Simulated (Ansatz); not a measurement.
**SiO2 (I-42d): converging the G0W0 gap**

Aim: see how the G0W0 gap of SiO2 (I-42d) on LDA moves with empty bands and screening cutoff, and what each rung costs.

Calculated with Ansatz 0.2.0; G0W0 on LDA, plane waves, PAW; PAW set soft_1.

Most raw output is cut from this account.

## 1. Starting point

The structure is tetragonal, space group I-42d (No. 122). Conventional cell: a = 4.748 Å, b = 4.748 Å, c = 7.488 Å, α = 90.00°, β = 90.00°, γ = 90.00°. Nearest to Si lie 4 O at 1.62 Å. O has 2 Si at 1.62 Å nearest. Farther neighbours and most contacts between anions are not listed.

The cell and positions come from the Crystallography Open Database and are kept as given unless a step says otherwise.

## 2. 109 empty bands, screening to 69 eV

G0W0 replaces the xc potential by the self-energy, built once from these orbitals. Only a window of levels is corrected, while the sums run over the empty bands that the input names. This step takes PAW set soft_1 files.

input.yaml reads:

```yaml
crystal:
  lattice:
    - [-2.37405, 2.37405, 3.744]
    - [2.37405, -2.37405, 3.744]
    - [2.37405, 2.37405, -3.744]
  atoms:
    - { symbol: Si, position: [0.0, 0.0, 0.0] }
    - { symbol: Si, position: [0.75, 0.25, 0.5] }
    - { symbol: O, position: [0.99838, 0.625, 0.87338] }
    - { symbol: O, position: [0.375, 0.24838, 0.37338] }
    - { symbol: O, position: [0.75162, 0.125, 0.12662] }
    - { symbol: O, position: [0.875, 0.00162, 0.62662] }
kpoints:
  mp_grid: { grid: [6, 6, 6] }
hamiltonian:
  xc: lda
  pseudopotentials: { kind: paw, azcp: { folder: soft_1 }, xc_functional: pbe }
scf:
  occupations: { method: fixed }
gw:
  n_empty_bands: 109
  ecut_chi: 69
  qp_bands: [v2, c2]
  qp_kpoints: band_edges
  screening: { model: contour_deformation }
```

Run with:

```
$ ansatz run input.yaml --threads 3 --pin off --max-ram 92160MiB --backend cuda --events-out ev --progress --plain --runs-dir out --devices 1 --max-vram 13GiB
```

The job ended after 29 s (1 × NVIDIA H100 80GB HBM3 (shared by 6 runs) with 3 threads of AMD EPYC 7R13 (Zen 3), shared host; peak memory 1.2 GiB; 47 s of CPU time).

This step gave:

```yaml
bands_summed: 125
rpa_eps_infinity_on_this_mesh_eigenvalues: 2.263, 2.263, 2.325
plane_waves_in_the_screening_matrix: 113
q_points_in_the_mesh: 216
g0w0_gap_on_the_mesh: 8.762 eV
k_of_the_valence_top: 0, 0, 0
k_of_the_conduction_bottom: 0, 0, 0
starting_gap_on_the_mesh: 5.822 eV
z_at_the_valence_top: 0.8087
z_at_the_conduction_bottom: 0.8717
least_direct_g0w0_gap_on_the_computed_points: 8.762 eV
```

The gap on the mesh goes from 5.82 eV to 8.76 eV, a correction of +2.94 eV. Between the two edge states, bare exchange in place of the xc potential would open the gap by 10.61 eV, and correlation takes back 7.67 eV.

## 3. 310 empty bands, screening to 138 eV

Another rung: the empty bands reach about as high as the screening cutoff, so the two stay in balance.

Edit input.yaml of step 2 so:

```diff
@@ -20,4 +20,4 @@
 gw:
-  n_empty_bands: 109
-  ecut_chi: 69
+  n_empty_bands: 310
+  ecut_chi: 138
   qp_bands: [v2, c2]
```

The job ended after 90 s (1 × NVIDIA H100 80GB HBM3 (shared by 6 runs) with 3 threads; peak memory 1.9 GiB; 2.7 min of CPU time).

Numbers from this step:

```yaml
bands_summed: 326
rpa_eps_infinity_on_this_mesh_eigenvalues: 2.244, 2.244, 2.303
plane_waves_in_the_screening_matrix: 315
q_points_in_the_mesh: 216
g0w0_gap_on_the_mesh: 9.011 eV
k_of_the_valence_top: 0, 0, 0
k_of_the_conduction_bottom: 0, 0, 0
starting_gap_on_the_mesh: 5.822 eV
z_at_the_valence_top: 0.8020
z_at_the_conduction_bottom: 0.8680
least_direct_g0w0_gap_on_the_computed_points: 9.011 eV
```

Against the run with 6×6×6 mesh, 109 empty bands, screening to 69 eV, PAW set soft_1 files, the gap moves by +0.25 eV.

## 4. 668 empty bands, screening to 230 eV

Edit input.yaml of step 3 so:

```diff
@@ -20,4 +20,4 @@
 gw:
-  n_empty_bands: 310
-  ecut_chi: 138
+  n_empty_bands: 668
+  ecut_chi: 230.0
   qp_bands: [v2, c2]
```

Run time: 5.3 min. Hardware: 1 × NVIDIA H100 80GB HBM3 (shared by 6 runs) with 3 threads; peak memory 4.3 GiB; 8.6 min of CPU time.

Numbers from this step:

```yaml
bands_summed: 684
rpa_eps_infinity_on_this_mesh_eigenvalues: 2.239, 2.239, 2.296
plane_waves_in_the_screening_matrix: 657
g0w0_gap_on_the_mesh: 9.151 eV
k_of_the_valence_top: 0, 0, 0
k_of_the_conduction_bottom: 0, 0, 0
starting_gap_on_the_mesh: 5.822 eV
least_direct_g0w0_gap_on_the_computed_points: 9.151 eV
```

Against the run with 6×6×6 mesh, 310 empty bands, screening to 138 eV, PAW set soft_1 files, the gap moves by +0.14 eV.

## 5. Changing the k mesh: 4×4×4 mesh, 310 empty bands, screening to 138 eV, PAW set soft_1 files

Only the mesh changes. It samples the long-range screening, which converges on its own terms. Bands and cutoff differ from the step before, so it is read against an earlier run that matches them.

Edit input.yaml of step 4 so:

```diff
@@ -13,3 +13,3 @@
 kpoints:
-  mp_grid: { grid: [6, 6, 6] }
+  mp_grid: { grid: [4, 4, 4] }
 hamiltonian:
@@ -20,4 +20,4 @@
 gw:
-  n_empty_bands: 668
-  ecut_chi: 230.0
+  n_empty_bands: 310
+  ecut_chi: 138
   qp_bands: [v2, c2]
```

Run time: 22 s. Hardware: 1 × NVIDIA H100 80GB HBM3 (shared by 6 runs) with 3 threads; peak memory 1.3 GiB; 30 s of CPU time.

Numbers from this step:

- bands summed: 326
- RPA ε∞ on this mesh (eigenvalues): 2.244, 2.244, 2.303
- plane waves in the screening matrix: 315
- G0W0 gap on the mesh: 9.018 eV
- k of the valence top: 0, 0, 0
- k of the conduction bottom: 0, 0, 0
- starting gap on the mesh: 5.822 eV
- least direct G0W0 gap on the computed points: 9.018 eV

Against the run with 6×6×6 mesh, 310 empty bands, screening to 138 eV, PAW set soft_1 files, the gap moves by +0.007 eV.

## 6. Changing the frequency model: 6×6×6 mesh, 310 empty bands, screening to 138 eV, plasmon pole, PAW set soft_1 files

A plasmon pole stands in for the full frequency dependence of the screening; this run shows what that costs in accuracy.

Edit input.yaml of step 5 so:

```diff
@@ -13,3 +13,3 @@
 kpoints:
-  mp_grid: { grid: [4, 4, 4] }
+  mp_grid: { grid: [6, 6, 6] }
 hamiltonian:
@@ -24,2 +24,2 @@
   qp_kpoints: band_edges
-  screening: { model: contour_deformation }
+  screening: { model: godby_needs }
```

The job ended after 2.2 min (1 × NVIDIA H100 80GB HBM3 (shared by 6 runs) with 3 threads; peak memory 3.3 GiB; 4.8 min of CPU time).

Numbers from this step:

```yaml
bands_summed: 326
plasmon_pole_fit_frequency: 22.86 eV
rpa_eps_infinity_on_this_mesh_eigenvalues: 2.244, 2.244, 2.303
plane_waves_in_the_screening_matrix: 315
g0w0_gap_on_the_mesh: 8.968 eV
k_of_the_valence_top: 0, 0, 0
k_of_the_conduction_bottom: 0, 0, 0
starting_gap_on_the_mesh: 5.822 eV
least_direct_g0w0_gap_on_the_computed_points: 8.968 eV
```

Against the run with 6×6×6 mesh, 310 empty bands, screening to 138 eV, PAW set soft_1 files, the gap moves by −0.04 eV.

## 7. Changing the files: 6×6×6 mesh, 310 empty bands, screening to 138 eV, hard PAW files

Other atomic data (hard PAW) test the pseudisation: the cutoff goes from 420 to 930 eV, with the same valence electrons.

This step: G0W0 on LDA, plane waves, PAW.

Edit input.yaml of step 6 so:

```diff
@@ -16,3 +16,3 @@
   xc: lda
-  pseudopotentials: { kind: paw, azcp: { folder: soft_1 }, xc_functional: pbe }
+  pseudopotentials: { kind: paw, source: ansatz }
 scf:
@@ -24,2 +24,2 @@
   qp_kpoints: band_edges
-  screening: { model: godby_needs }
+  screening: { model: contour_deformation }
```

It took 2.1 min on 1 × NVIDIA H100 80GB HBM3 (shared by 6 runs) with 3 threads; peak memory 2.6 GiB.

This step gave:

```
bands summed                                 : 326
RPA ε∞ on this mesh (eigenvalues)            : 2.241, 2.241, 2.300
plane waves in the screening matrix          : 315
G0W0 gap on the mesh                         : 9.051 eV
k of the valence top                         : 0, 0, 0
k of the conduction bottom                   : 0, 0, 0
starting gap on the mesh                     : 5.826 eV
least direct G0W0 gap on the computed points : 9.051 eV
```

Against the run with 6×6×6 mesh, 310 empty bands, screening to 138 eV, PAW set soft_1 files, the gap moves by +0.04 eV.

## 8. The runs together

Times are wall times on 1 × NVIDIA H100 80GB HBM3 (shared by 6 runs) with 3 threads of AMD EPYC 7R13 (Zen 3), shared host. The host was busy with other work, so they are no guide to cost.

| mesh | files | frequency | bands summed | cutoff (eV) | start (eV) | G0W0 (eV) | time | host memory (GiB) |
| --- | --- | --- | --- | --- | --- | --- | --- | --- |
| 6×6×6 | PAW set soft_1 | contour deformation | 125 | 69 | 5.822 | 8.762 | 29 s | 1.2 |
| 6×6×6 | PAW set soft_1 | contour deformation | 326 | 138 | 5.822 | 9.011 | 90 s | 1.9 |
| 6×6×6 | PAW set soft_1 | contour deformation | 684 | 230 | 5.822 | 9.151 | 5.3 min | 4.3 |
| 4×4×4 | PAW set soft_1 | contour deformation | 326 | 138 | 5.822 | 9.018 | 22 s | 1.3 |
| 6×6×6 | PAW set soft_1 | plasmon pole | 326 | 138 | 5.822 | 8.968 | 2.2 min | 3.3 |
| 6×6×6 | hard PAW | contour deformation | 326 | 138 | 5.826 | 9.051 | 2.1 min | 2.6 |

How the two edges are built up, in eV (the quasiparticle level is the starting level plus Σx plus Σc less Vxc):

| run | edge | start | Σx | Σc | Vxc | Z | QP |
| --- | --- | --- | --- | --- | --- | --- | --- |
| 125 bands | valence top | 0.80 | -26.32 | 4.41 | -20.51 | 0.81 | -0.60 |
| 125 bands | conduction bottom | 6.63 | -7.17 | -3.26 | -11.97 | 0.87 | 8.17 |
| 326 bands | valence top | 0.80 | -26.32 | 4.11 | -20.51 | 0.80 | -0.90 |
| 326 bands | conduction bottom | 6.63 | -7.17 | -3.31 | -11.97 | 0.87 | 8.11 |
| 684 bands | valence top | 0.80 | -26.32 | 3.89 | -20.51 | 0.80 | -1.11 |
| 684 bands | conduction bottom | 6.63 | -7.17 | -3.39 | -11.97 | 0.87 | 8.04 |

## 9. Summary of results

- 125 bands, 69 eV: 8.762 eV
- 326 bands, 138 eV: 9.011 eV
- 684 bands, 230 eV: 9.151 eV
- estimated limit in bands and cutoff: 9.28 eV
- mesh and start: 6×6×6, LDA

A line in one over the bands through the two highest rungs gives 9.28 eV, +0.13 eV from the top rung; the pair below gives 9.17 eV, so the estimate is still climbing. The rungs stand 0.52 eV (125 bands), 0.27 eV (326 bands) and 0.13 eV (684 bands) from it. From 125 to 684 bands the gap moves by +0.39 eV while the time grows 11-fold. Σc changes by −0.52 eV at the valence top and −0.13 eV at the conduction bottom, so the valence edge carries most of the change. On the 4×4×4 mesh in place of 6×6×6 the gap differs by +0.01 eV, of which +0.00 eV is already in the start. The plasmon-pole model gives −0.04 eV against contour deformation, 1 % of the correction, and saved no time in this program. Hard PAW files move the gap by +0.04 eV at equal bands and cutoff, +0.004 eV of it in the start.

[Paths, hosts, dates, memory and timing lines, banners, echoed tables and standing remarks are left out of the program output.]

[Logs are printed without paths, hosts, clocks, repeated set-up lines and the standing remarks that a program may print on its own settings, such as how far it seeks lower states.]

[Runs of the session that timed out or met a known fault of the program may be left out.]

[Cells called generated may have been cut or substituted from an entry of the Crystallography Open Database or the Materials Project.]

[Hosts, paths, dates, database ids (printed as entryN), source tags and the programs' standing remarks are cut or masked in the printed files.]
